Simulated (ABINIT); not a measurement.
Planning a run of ABINIT 10.8.3 on Cs2AgBiBr6 (Fm-3m). The input:

```
acell 3*1.0 Angstrom
rprim 
  -0.000000000000 5.616100000000 5.616100000000
  5.616100000000 0.000000000000 5.616100000000
  5.616100000000 5.616100000000 -0.000000000000
ntypat 4
znucl 55 47 83 35
natom 10
typat 1 1 2 3 4 4 4 4 4 4
xred 
  0.250000000000 0.250000000000 0.250000000000
  0.750000000000 0.750000000000 0.750000000000
  0.500000000000 0.500000000000 0.500000000000
  0.000000000000 0.000000000000 0.000000000000
  0.250550000000 0.749450000000 0.250550000000
  0.250550000000 0.749450000000 0.749450000000
  0.749450000000 0.250550000000 0.749450000000
  0.749450000000 0.250550000000 0.250550000000
  0.250550000000 0.250550000000 0.749450000000
  0.749450000000 0.749450000000 0.250550000000
pp_dirpath "pseudos"
pseudos "Cs.upf, Ag.upf, Bi.upf, Br.upf"
ecut 39
ngkpt 2 2 2
nshiftk 1
shiftk 0 0 0
kptopt 1
chksymbreak 0
istwfk *1
occopt 1
irdwfk 1
optdriver 4
nband 284
gwcalctyp 0
ecutsigx 39
symsigma 1
nkptgw 3
kptgw 
  0.5000000000 0.5000000000 0.0000000000
  0.5000000000 0.0000000000 0.0000000000
  0.0000000000 0.0000000000 0.0000000000
bdgw 
  80 83
  80 84
  80 84
ecuteps 3.2
irdscr 1
ppmodel 1
indata_prefix "in"
outdata_prefix "out"
tmpdata_prefix "tmp"
```

```sh
OMP_NUM_THREADS=1 mpirun -n 24 abinit run.abi > log
```

**Question.** How long will it take on 24 MPI ranks of Arm Neoverse N1, shared host, and how much memory?

It took 59 s; on shared hardware allow 30 s to 2 min. Peak host memory was 20 GiB.

[Paths, hosts, dates, memory and timing lines, banners, echoed tables and standing remarks are left out of the program output.]

[Logs are printed without paths, hosts, clocks, repeated set-up lines and the standing remarks that a program may print on its own settings, such as how far it seeks lower states.]

[Runs of the session that timed out or met a known fault of the program may be left out.]

[Hosts, paths, dates, database ids (printed as entryN), source tags and the programs' standing remarks are cut or masked in the printed files.]

[G0W0 gaps are taken among the corrected bands and points alone; a level outside them can change the order at an edge.]

[Where Ansatz stands beside ABINIT at settings called matched, ABINIT's density can come from a denser mesh and the files from another edition; pairs whose starting gaps differed by over 0.03 eV were left out, so agreement reads better than it is.]
